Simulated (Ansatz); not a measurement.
# TiSi (model cell, started as wurtzite): following an unstable mode, part 2 of 2

Wanted: the energy along a soft mode of TiSi (model cell, started as wurtzite) and the structure at the end.

Ansatz 0.2.0; DFT LDA, scalar-relativistic, plane waves, PAW.

So far, highest frequency on the path or at a solved wavevector (cm⁻¹): step 2 (the dispersion) 456. Also lowest frequency on the path (cm⁻¹): step 2 -21.4.

The structure was built from a prototype and need not be the compound's stable phase.

## Step 6: Relaxation from the frozen mode

Starting from the lowest point found, all atoms and the cell are let go, so that strain and other modes of the same symmetry can join in.

Contents of input.yaml:

```yaml
crystal:
  lattice:
    - [-4.3043016265, 0.0, 0.0]
    - [0.0, 0.0, -4.861953728]
    - [0.0, -7.4552691082, 0.0]
  atoms:
    - { symbol: Ti, position: [0.4692560883, 0.0625, 0.1666666667] }
    - { symbol: Ti, position: [0.0307439117, 0.0625, 0.6666666667] }
    - { symbol: Ti, position: [-0.0307439117, 0.5625, 0.3333333333] }
    - { symbol: Ti, position: [0.5307439117, 0.5625, 0.8333333333] }
    - { symbol: Si, position: [0.4674743984, 0.5625, 0.1666666667] }
    - { symbol: Si, position: [0.0325256016, 0.5625, 0.6666666667] }
    - { symbol: Si, position: [-0.0325256016, 0.0625, 0.3333333333] }
    - { symbol: Si, position: [0.5325256016, 0.0625, 0.8333333333] }
kpoints:
  mp_grid: { grid: [8, 6, 4] }
hamiltonian:
  xc: lda
scf:
  occupations: { method: methfessel_paxton, width: 0.15 }
output:
  forces: true
  stress: true
  eigenvalues: true
relax:
  adjacent_minimum: "off"
  f_tol: 0.002
  max_steps: 120
  cell: { stress_tol: 0.03 }
```

On the command line:

```console
$ ansatz run input.yaml --threads 4 --pin off --max-ram 7168MiB --backend cpu --events-out ev --progress --plain --runs-dir out
```

Numbers of over 12 decimals in the logs are rounded to 6 here.

Log:

```text
[...]
Crystal: 8 atoms, lattice volume = 156.019 Å³
Basis set: ecut = 420 eV, 3047 PW (Γ)
Bands: 40, of which v1, the nominal top of the filled ones, is band 32 counted from 1 (31 counted from 0)
Symmetry: 8 space group operations
[...]
k-points: 60 of 192
[...]
SCF iter   1: F=—  HF=-12236.339607 eV  |F-HF|=—  |Δ(HF+E_count)|=         —  Δρ=6.76e-3  dr2=5.22e-2  ethr=1.77e-3  ⟨swp⟩=5.1  Hψ=9601  notcnv=0
[...]
SCF iter   8: F=-12236.321199 eV  HF=-12236.321199 eV  |F-HF|=3.51e-10  |Δ(HF+E_count)|=   1.06e-8  S|Δr|=    0.00e0  Δρ=1.39e-6  dr2=3.07e-9  ethr=1.56e-10  ⟨swp⟩=9.3  Hψ=9440  notcnv=0
SCF 1 converged in 8 iterations: F = -12236.321199 eV  dr2 = 3.07e-9
[...]
relax step   1: F+E_penalty+E_count = -12236.32119868 eV  Δ(F+E_penalty+E_count) = +0.000e0 eV  max|allowed force component| = 8.731e-2 eV/Å  Δτ_max = 0.0000 Å  P = -0.369 GPa  Ω = 156.019 Å³  (8 SCF iters, dr2 threshold 1.00e-7 eV, accepted)
Crystal: 8 atoms, lattice volume = 155.304 Å³
Basis set: ecut = 420 eV, 3039 PW (Γ)
[...]
SCF iter   6: F=-12236.325109 eV  HF=-12236.325109 eV  |F-HF|=1.71e-8  |Δ(HF+E_count)|=   1.98e-7  S|Δr|=    0.00e0  Δρ=4.93e-6  dr2=6.49e-8  ethr=1.25e-9  ⟨swp⟩=5.1  Hψ=8877  notcnv=0
SCF 2 converged in 6 iterations: F = -12236.325109 eV  dr2 = 6.49e-8
relax step   2: F+E_penalty+E_count = -12236.32510895 eV  Δ(F+E_penalty+E_count) = -3.910e-3 eV  max|allowed force component| = 3.121e-2 eV/Å  Δτ_max = 0.0091 Å  P = -0.017 GPa  Ω = 155.304 Å³  energy of the carried Pulay correction = +1.578e-4 eV  (6 SCF iters, dr2 threshold 8.00e-7 eV, accepted)
Crystal: 8 atoms, lattice volume = 154.565 Å³
Basis set: ecut = 420 eV, 3015 PW (Γ)
[...]
SCF iter   7: F=-12236.333436 eV  HF=-12236.333436 eV  |F-HF|=4.90e-9  |Δ(HF+E_count)|=   3.51e-9  S|Δr|=    0.00e0  Δρ=2.50e-6  dr2=1.55e-8  ethr=9.51e-11  ⟨swp⟩=4.8  Hψ=7904  notcnv=0
SCF 3 converged in 7 iterations: F = -12236.333436 eV  dr2 = 1.55e-8
relax step   3: F+E_penalty+E_count = -12236.33343609 eV  Δ(F+E_penalty+E_count) = -8.327e-3 eV  max|allowed force component| = 4.157e-2 eV/Å  Δτ_max = 0.0435 Å  P = +0.115 GPa  Ω = 154.565 Å³  energy of the carried Pulay correction = +3.219e-4 eV  (7 SCF iters, dr2 threshold 6.09e-8 eV, accepted)
[... from here on, the SCF cycles and remarks between the steps are left out ...]
relax step   4: F+E_penalty+E_count = -12236.36601960 eV  Δ(F+E_penalty+E_count) = -3.258e-2 eV  max|allowed force component| = 9.287e-2 eV/Å  Δτ_max = 0.0862 Å  P = +0.106 GPa  Ω = 153.202 Å³  energy of the carried Pulay correction = +6.265e-4 eV  (6 SCF iters, dr2 threshold 6.17e-7 eV, accepted)
relax step   5: F+E_penalty+E_count = -12236.54341294 eV  Δ(F+E_penalty+E_count) = -1.774e-1 eV  max|allowed force component| = 1.565e-1 eV/Å  Δτ_max = 0.1507 Å  P = -0.990 GPa  Ω = 150.707 Å³  energy of the carried Pulay correction = +1.191e-3 eV  (7 SCF iters, dr2 threshold 8.00e-7 eV, accepted)
relax step   6: F+E_penalty+E_count = -12237.02500056 eV  Δ(F+E_penalty+E_count) = -4.816e-1 eV  max|allowed force component| = 3.922e-1 eV/Å  Δτ_max = 0.1758 Å  P = -1.138 GPa  Ω = 143.981 Å³  energy of the carried Pulay correction = +2.760e-3 eV  (6 SCF iters, dr2 threshold 8.00e-7 eV, accepted)
relax step   7: F+E_penalty+E_count = -12237.83333670 eV  Δ(F+E_penalty+E_count) = -8.083e-1 eV  max|allowed force component| = 6.464e-1 eV/Å  Δτ_max = 0.1681 Å  P = -1.815 GPa  Ω = 136.991 Å³  energy of the carried Pulay correction = +4.468e-3 eV  (7 SCF iters, dr2 threshold 8.00e-7 eV, accepted)
relax step   8: F+E_penalty+E_count = -12238.97503460 eV  Δ(F+E_penalty+E_count) = -1.142e0 eV  max|allowed force component| = 9.766e-1 eV/Å  Δτ_max = 0.1821 Å  P = -1.816 GPa  Ω = 129.324 Å³  energy of the carried Pulay correction = +6.437e-3 eV  (6 SCF iters, dr2 threshold 8.00e-7 eV, accepted)
relax step   9: F+E_penalty+E_count = -12239.51924589 eV  Δ(F+E_penalty+E_count) = -5.442e-1 eV  max|allowed force component| = 8.726e-1 eV/Å  Δτ_max = 0.1627 Å  P = +3.009 GPa  Ω = 121.445 Å³  energy of the carried Pulay correction = +8.575e-3 eV  (6 SCF iters, dr2 threshold 8.00e-7 eV, accepted)
relax step  10: F+E_penalty+E_count = -12239.83351295 eV  Δ(F+E_penalty+E_count) = -3.143e-1 eV  max|allowed force component| = 3.788e-2 eV/Å  Δτ_max = 0.0797 Å  P = -0.617 GPa  Ω = 124.894 Å³  energy of the carried Pulay correction = +7.624e-3 eV  (6 SCF iters, dr2 threshold 8.00e-7 eV, accepted)
relax step  11: F+E_penalty+E_count = -12239.84627532 eV  Δ(F+E_penalty+E_count) = -1.276e-2 eV  max|allowed force component| = 1.931e-3 eV/Å  Δτ_max = 0.0044 Å  P = -0.022 GPa  Ω = 124.325 Å³  energy of the carried Pulay correction = +7.779e-3 eV  (5 SCF iters, dr2 threshold 8.00e-7 eV, accepted)
relax step  12: F+E_penalty+E_count = -12239.82595337 eV  Δ(F+E_penalty+E_count) = +2.032e-2 eV  max|allowed force component| = 1.712e-1 eV/Å  Δτ_max = 0.0172 Å  P = +0.903 GPa  Ω = 123.496 Å³  energy of the carried Pulay correction = +8.006e-3 eV  (6 SCF iters, dr2 threshold 8.00e-7 eV, rejected (line search))
relax step  13: F+E_penalty+E_count = -12239.85733778 eV  Δ(F+E_penalty+E_count) = -1.106e-2 eV  max|allowed force component| = 4.983e-2 eV/Å  Δτ_max = 0.0041 Å  P = +0.074 GPa  Ω = 124.282 Å³  energy of the carried Pulay correction = +7.791e-3 eV  (9 SCF iters, accepted)
relax step  14: F+E_penalty+E_count = -12239.85852028 eV  Δ(F+E_penalty+E_count) = -1.183e-3 eV  max|allowed force component| = 1.459e-3 eV/Å  Δτ_max = 0.0036 Å  P = +0.017 GPa  Ω = 124.335 Å³  energy of the carried Pulay correction = +7.776e-3 eV  (4 SCF iters, dr2 threshold 4.05e-7 eV, accepted)
relax step  15: F+E_penalty+E_count = -12239.85857076 eV  Δ(F+E_penalty+E_count) = -5.049e-5 eV  max|allowed force component| = 1.831e-4 eV/Å  Δτ_max = 0.0002 Å  P = -0.001 GPa  Ω = 124.353 Å³  energy of the carried Pulay correction = +7.771e-3 eV  (4 SCF iters, dr2 threshold 2.42e-8 eV, accepted)
relax step  16: F+E_penalty+E_count = -12239.85597420 eV  Δ(F+E_penalty+E_count) = +2.597e-3 eV  max|allowed force component| = 1.816e-4 eV/Å  Δτ_max = 0.0000 Å  P = -0.026 GPa  Ω = 124.353 Å³  stress off target by 3.43e-2 GPa  SCF on the basis re-selected at this cell (its energy is not comparable with the rows above)  (6 SCF iters)
relax step  17: F+E_penalty+E_count = -12239.85598414 eV  Δ(F+E_penalty+E_count) = -9.932e-6 eV  max|allowed force component| = 6.398e-5 eV/Å  Δτ_max = 0.0000 Å  P = +0.002 GPa  Ω = 124.326 Å³  energy of the carried Pulay correction = +7.485e-6 eV  (4 SCF iters, dr2 threshold 2.95e-9 eV, accepted)
[...]
SCF iter   3: F=-12239.855978 eV  HF=-12239.855978 eV  |F-HF|=5.46e-12  |Δ(HF+E_count)|=  7.28e-12  S|Δr|=    0.00e0  Δρ=1.14e-7  dr2=1.67e-11  ethr=1.00e-12  ⟨swp⟩=4.7  Hψ=10080  notcnv=0
SCF 18 converged in 3 iterations: F = -12239.855978 eV  dr2 = 1.67e-11
relax step  18: F+E_penalty+E_count = -12239.85597822 eV  Δ(F+E_penalty+E_count) = +5.913e-6 eV  max|allowed force component| = 6.401e-5 eV/Å  Δτ_max = 0.0000 Å  P = +0.002 GPa  Ω = 124.326 Å³  stress off target by 3.10e-3 GPa  SCF on the basis re-selected at this cell (its energy is not comparable with the rows above)  (3 SCF iters)
[...]
SCF converged after 3 iterations
[...]
Free energy (F): -12239.855978 eV
[...]
Internal energy: -12239.859998 eV  (E = F + TS)
E sigma→0 (E₀):  -12239.856983 eV
Entropy (-TS):   0.004020 eV (0.503 meV/atom)
Fermi energy:    11.646448 eV
[...]
--- Forces (eV/Å), atoms counted from 1 ---
  atom   1  Ti    -0.00005511    -0.00002728    -0.00000000
  atom   2  Ti     0.00005511    -0.00002728     0.00000000
  atom   3  Ti    -0.00005511     0.00002728    -0.00000000
  atom   4  Ti     0.00005511     0.00002728     0.00000000
  atom   5  Si     0.00006401     0.00000305     0.00000000
  atom   6  Si    -0.00006401     0.00000305    -0.00000000
  atom   7  Si     0.00006401    -0.00000305     0.00000000
  atom   8  Si    -0.00006401    -0.00000305    -0.00000000
  max |Σ_I F_I| component: 1.36e-20 eV/Å
--- Stress (GPa, compression-positive) ---
        0.001716       0.000000      -0.000000
        0.000000       0.002093      -0.000000
       -0.000000      -0.000000       0.003097
  P = ⅓ Tr σ = 0.0023 GPa (0.023 kbar)
--- Band table (eV; the first three rows and the last of 60) ---
  k-point 0: bands = [... 28 lower, 11.6071, 11.6104, 11.6105, 12.0538, 12.0573, 12.2047, 12.2049, 12.8257, ... 4 higher]
  k-point 1: bands = [... 28 lower, 11.3131, 11.4228, 11.4251, 11.6312, 11.7031, 12.0476, 12.1177, 12.3645, ... 4 higher]
  k-point 2: bands = [... 28 lower, 10.6810, 10.6810, 10.9185, 10.9185, 11.9680, 11.9680, 12.4358, 12.4358, ... 4 higher]
  k-point 59: bands = [... 28 lower, 10.1048, 10.1048, 10.1048, 10.1048, 13.3320, 13.3320, 13.3320, 13.3320, ... 4 higher]
--- Relaxed structure (16 steps of the walk, 15 accepted, 2 SCFs on fresh bases) ---
  F+E_penalty+E_count = -12239.85597822 eV   max|allowed force component| = 6.401e-5 eV/Å   (the final SCF, on the basis selected at the relaxed cell)
  cell:  # Å, volume = 124.3261 Å³
    - [-3.528390, 0, 0]
    - [0, 0, -4.993257]
    - [0, -7.056700, 0]
  atoms:
    - { symbol: Ti, position: [0.249999, 0.0625, 0.124999] }
    - { symbol: Ti, position: [0.250001, 0.0625, 0.624999] }
    - { symbol: Ti, position: [-0.250001, 0.5625, 0.375001] }
    - { symbol: Ti, position: [0.750001, 0.5625, 0.875001] }
    - { symbol: Si, position: [0.250001, 0.5625, 0.125001] }
    - { symbol: Si, position: [0.249999, 0.5625, 0.625001] }
    - { symbol: Si, position: [-0.249999, 0.0625, 0.374999] }
    - { symbol: Si, position: [0.749999, 0.0625, 0.874999] }
```

Run time: 2.2 min. Hardware: 4 threads of Arm Neoverse V1, shared host; peak memory 0.67 GiB.

Step by step:

```tsv
step	energy less that of the first step (eV)	largest force component (eV/Å)	pressure (GPa)	volume (Å³)
1	0.0000	0.0873	-0.37	156.02
2	-0.0039	0.0312	-0.02	155.30
3	-0.0122	0.0416	0.11	154.57
4	-0.0448	0.0929	0.11	153.20
5	-0.2222	0.1565	-0.99	150.71
6	-0.7038	0.3922	-1.14	143.98
7	-1.5121	0.6464	-1.82	136.99
8	-2.6538	0.9766	-1.82	129.32
9	-3.1980	0.8726	3.01	121.44
10	-3.5123	0.0379	-0.62	124.89
11	-3.5251	0.0019	-0.02	124.33
12	-3.5048	0.1712	0.90	123.50
13	-3.5361	0.0498	0.07	124.28
14	-3.5373	0.0015	0.02	124.34
15	-3.5374	0.0002	0.00	124.35
16*	-3.5348	0.0002	-0.03	124.35
17	-3.5348	0.0001	0.00	124.33
18*	-3.5348	0.0001	0.00	124.33
```

Relaxation steps marked * repeat the geometry before them on a plane-wave basis chosen anew for their cell, so energy and pressure can jump there. Relaxation step 12 was tried and not accepted.

The run keeps the 8 symmetry operations that it works with, so distortions that break them were not tested.

```tsv
cell as run	before	after	change
a (Å)	4.304	3.528	-18.0 %
b (Å)	4.862	4.993	+2.7 %
c (Å)	7.455	7.057	-5.3 %
volume (Å³/atom)	19.50	15.54	-20.3 %
```

The atoms that moved most (Å, as changes of fractional coordinates times the final cell):

```tsv
atom	dx	dy	dz	length
Ti2	-0.774	0.294	0.000	0.828
Ti3	0.774	-0.294	0.000	0.828
Ti4	-0.774	-0.294	0.000	0.828
Ti1	0.774	0.294	0.000	0.828
Si7	0.767	-0.294	0.000	0.822
Si6	-0.767	0.294	0.000	0.822
Si5	0.767	0.294	0.000	0.822
Si8	-0.767	-0.294	0.000	0.822
```

Final coordinates:

```xyz
8
Lattice="-3.5284 0.0000 0.0000 0.0000 0.0000 -4.9933 0.0000 -7.0567 0.0000" Properties=species:S:1:pos:R:3 pbc="T T T"
Ti   -0.8821   -0.8821   -0.3121
Ti   -0.8821   -4.4104   -0.3121
Ti    0.8821   -2.6463   -2.8087
Ti   -2.6463   -6.1746   -2.8087
Si   -0.8821   -0.8821   -2.8087
Si   -0.8821   -4.4104   -2.8087
Si    0.8821   -2.6463   -0.3121
Si   -2.6463   -6.1746   -0.3121
```

This step gave:

```yaml
pressure: 0.002302 GPa
volume_per_atom: 15.54 Å³
```

The distorted start has space group Pnma; the relaxation ends in Fm-3m.

## Step 7: The new phase in its own primitive cell

The relaxed structure is symmetrised, reduced to its primitive cell and relaxed tightly, as its phonons need.

System of this step: TiSi (model cell, started as wurtzite). It takes space group Fm-3m (No. 225, cubic). Conventional cell: a = 4.991 Å, b = 4.991 Å, c = 4.991 Å, α = 90.00°, β = 90.00°, γ = 90.00°. Ti has 6 Si at 2.50 Å nearest. Nearest to Si lie 6 Ti at 2.50 Å. Farther neighbours are not listed.

input.yaml, the sections that differ from step 6:

```yaml
crystal:
  lattice:
    - [0.0, 2.4954991486, 2.4954991486]
    - [2.4954991486, 0.0, 2.4954991486]
    - [2.4954991486, 2.4954991486, 0.0]
  atoms:
    - { symbol: Ti, position: [0.0, 0.0, 0.0] }
    - { symbol: Si, position: [0.5, 0.5, 0.5] }
kpoints:
  mp_grid: { grid: [12, 12, 12] }
relax:
  adjacent_minimum: "off"
  f_tol: 0.001
  max_steps: 60
  cell: { stress_tol: 0.01 }
# hamiltonian, scf, output: as in step 6
```

Log:

```text
[...]
Crystal: 2 atoms, lattice volume = 31.082 Å³
Basis set: ecut = 420 eV, 609 PW (Γ)
Bands: 12, of which v1, the nominal top of the filled ones, is band 8 counted from 1 (7 counted from 0)
Symmetry: 48 space group operations
[...]
k-points: 72 of 1728
[...]
k-point 71: bands = [... 4 lower, 4.8558, 8.6549, 8.6549, 9.6401, 13.7238, 13.7238, 13.9141, 13.9691]
--- Relaxed structure (2 steps of the walk, 2 accepted, 1 SCFs on fresh bases) ---
[...]
cell:  # Å, volume = 31.0777 Å³
    - [0, 2.495397, 2.495397]
    - [2.495397, 0, 2.495397]
    - [2.495397, 2.495397, 0]
  atoms:
    - { symbol: Ti, position: [0, 0, 0] }
    - { symbol: Si, position: [0.500000, 0.500000, 0.500000] }
[key lines of the parts left out:]
SCF converged after 3 iterations
Free energy (F): -3059.960705 eV
Fermi energy:    11.680806 eV
P = ⅓ Tr σ = -0.0023 GPa (-0.023 kbar)
```

Run time: 1.8 s. Hardware: 4 threads; peak memory 0.33 GiB.

Little changed from the start: no atom moved by 0.005 Å and no cell edge by 0.1 %.

This step gave:

| Property | Result |
| --- | --- |
| pressure | -0.002298 GPa |

The forces vanish by symmetry and the pressure is -0.002 GPa, within the tolerances set. The cell now holds 15.54 Å³/atom.

## Step 8: Modes of the new phase, k-mesh 12×12×12

A relaxed structure may still be a saddle point, so its zone-centre modes are computed. No field response is asked, since the mesh shows no gap.

input.yaml, the sections that differ from step 7:

```yaml
crystal:
  lattice:
    - [0.0, 2.4953965127, 2.4953965127]
    - [2.4953965127, 0.0, 2.4953965127]
    - [2.4953965127, 2.4953965127, 0.0]
  atoms:
    - { symbol: Ti, position: [0.0, 0.0, 0.0] }
    - { symbol: Si, position: [0.5, 0.5, 0.5] }
output:
  eigenvalues: true
phonons:
  method: dfpt
# kpoints, hamiltonian, scf: as in step 7
# relax: removed
```

Log:

```text
[...]
Crystal: 2 atoms, lattice volume = 31.078 Å³
Basis set: ecut = 420 eV, 609 PW (Γ), exchange–correlation on 48×48×48 points (8 copies of the dense FFT grid, shifted against one another)
Bands: 12, of which v1, the nominal top of the filled ones, is band 8 counted from 1 (7 counted from 0)
Symmetry: 48 space group operations
k-points: 163 of 1728 (irreducible under 8 space group operations, time reversal used)
[...]
SCF iter   1: F=—  HF=-3059.964855 eV  |F-HF|=—  |Δ(HF+E_count)|=         —  Δρ=7.51e-3  dr2=1.37e-2  ethr=1.77e-3  ⟨swp⟩=5.0  Hψ=10584  notcnv=0
[...]
SCF iter   8: F=-3059.960706 eV  HF=-3059.960706 eV  |F-HF|=9.09e-13  |Δ(HF+E_count)|=  2.27e-11  S|Δr|=    0.00e0  Δρ=2.25e-8  dr2=1.03e-13  ethr=1.00e-12  ⟨swp⟩=5.0  Hψ=7217  notcnv=0
SCF 1 converged in 8 iterations: F = -3059.960706 eV  dr2 = 1.03e-13
[...]
DFPT response loops at Γ: preconditioner auto → Kerker (q_TF=auto, 2.443 Å⁻¹) (partly filled bands, converged f_vac=0.000); β = 1.00, the filter's whole step (`scf.mixing.beta` (0.50) is not read by the response loops under this deck's `scf.mixing.preconditioner`; to damp them name `kerker` or `kerker_dos`, under which they read `scf.mixing.beta`, and type it under 1.00, their step now; both keys bind the ground state too); Broyden in place of MSR1
SCF converged after 8 iterations
[...]
Free energy (F): -3059.960706 eV
[...]
Internal energy: -3059.960673 eV  (E = F + TS)
E sigma→0 (E₀):  -3059.960697 eV
Entropy (-TS):   -0.000033 eV (-0.016 meV/atom)
Fermi energy:    11.680805 eV
[...]
--- Band table (eV; the first three rows and the last of 163) ---
  k-point 0: bands = [... 4 lower, 1.2679, 11.6125, 11.6125, 11.6125, 12.0586, 12.0586, 15.2472, 15.2472]
  k-point 1: bands = [... 4 lower, 1.3968, 11.3652, 11.5872, 11.5872, 11.9215, 11.9215, 15.0221, 15.5995]
  k-point 2: bands = [... 4 lower, 1.7767, 10.6450, 11.1692, 11.1692, 12.0723, 12.0723, 14.6031, 16.4068]
  k-point 162: bands = [... 4 lower, 4.8558, 8.6549, 8.6549, 9.6401, 13.7238, 13.7238, 13.9141, 13.9691]
--- Phonons (Γ-DFPT): 2 representative perturbations + reference, on 163 of 1728 k-points (Σ response iterations 6) ---
  k mesh reduced under 8 symmetry operations, with k and −k counted as one. Each operation leaves every solved perturbation unchanged. A smaller set is not used because it would not reduce the number of displacements times k-points to solve
  ASR residual: 7.775e-6 → 0.000e0 eV/Å²; symmetrization residual: 3.064e-6 eV/Å²
  ASR residual per site (eV/Å²): 7.77e-6 4.90e-6
  Γ frequencies (cm⁻¹): 0.00 0.00 0.00 419.57 419.57 419.57
  non-analytic LO–TO correction: not included (Born effective charges unavailable; polar crystals: no LO–TO splitting at Γ)
```

It took 5 s on 4 threads; peak memory 0.48 GiB; 16 s of CPU time.

This step gave:

| Quantity | Value |
| --- | --- |
| sum-rule residual before enforcement | 7.77e-6 eV/Å² |
| point group | m-3m |
| highest optical mode at the zone centre (no LO-TO term) | 419.6 cm⁻¹ |
| lowest optical zone-centre mode | 419.6 cm⁻¹ |

Patterns of degenerate modes are one choice out of their space. Modes at Γ, with each element's share of the kinetic energy:

```tsv
mode	frequency (cm⁻¹)	symmetry	Ti %	Si %
1	0.0	acoustic	63	37
2	0.0	acoustic	63	37
3	0.0	acoustic	63	37
4	419.6	T1u	37	63
5	419.6	T1u	37	63
6	419.6	T1u	37	63
```

Displacements in mode 4 (419.6 cm⁻¹), the largest set to 1:
```
Ti1  0.00 -0.51 -0.59
Si2  0.00  0.87  1.00
```

Before it was imposed, the acoustic sum rule was missed by 7.8e-6 eV/Å². Small misses are needed for a sound result but don't prove that mesh and cutoff are converged. The lowest optical mode is real, 420 cm⁻¹.

## Step 9: The phases reached

The phases reached along the modes that were followed are set side by side.

Energies are those of the first relaxation, on the mesh of the frozen mode; space group, volume and gap are those of the last relaxation. Phases, by row:

```tsv
mode frozen in	space group	energy from parent (meV/atom)	volume (Å³/atom)	gap on mesh (eV)	lowest zone-centre optical mode (cm⁻¹)	largest shift (Å)
parent	P6_3/mmc	0	19.5	0	–	–
q = (0, -0.5, 0), 21i cm⁻¹	Fm-3m	-442.3	15.54	0	419.6	0.93
```

## Step 10: Results

- unstable mode of the parent: q = (0, -0.5, 0), 21i cm⁻¹
- depth at the lowest point sampled: 0.301 meV/atom
- largest atomic shift at that point: 0.14 Å
- space group reached (within 0.01 Å): Fm-3m
- energy gained over the parent (first relaxation, on the mesh of the frozen mode): 442 meV/atom
- volume per atom, phase reached: 15.5 Å³
- lowest optical zone-centre mode, phase reached: 420 cm⁻¹
- highest optical mode at the zone centre (no LO-TO term), phase reached: 420 cm⁻¹

Along this mode the structure falls into Fm-3m, 442 meV/atom below the parent. At the parent's cell the well is 0.301 meV/atom deep on the steps tried, with its lowest point at a shift of 0.14 Å. Relaxing atoms and cell changes the gain by +442.02 meV/atom against the lowest step (energies at zero smearing). Most of the total comes from this relaxation. The new phase has no imaginary mode at the zone centre of its cell; other wavevectors were not checked. How so shallow a well moves with the k mesh was not tested. Each path keeps the symmetry of its pattern, so a lower phase may lie along a pattern not tried. The q mesh stands for a supercell only 8.6 Å across, so branches between the solved wavevectors are rough. The relaxed cell left the space group of the starting entry, even within 0.1 Å, so it may not be the phase that the entry, or a measurement on it, describes. With no gap, or one that is small against the smearing, the frequencies hang on the k mesh and the smearing, most of all near Kohn anomalies. The starting cell was built on a prototype and not taken from a measurement, so the phase need not exist.

[Logs are printed without paths, hosts, clocks, repeated set-up lines and the standing remarks that a program may print on its own settings, such as how far it seeks lower states.]

[Hosts, paths, dates, database ids (printed as entryN), source tags and the programs' standing remarks are cut or masked in the printed files.]
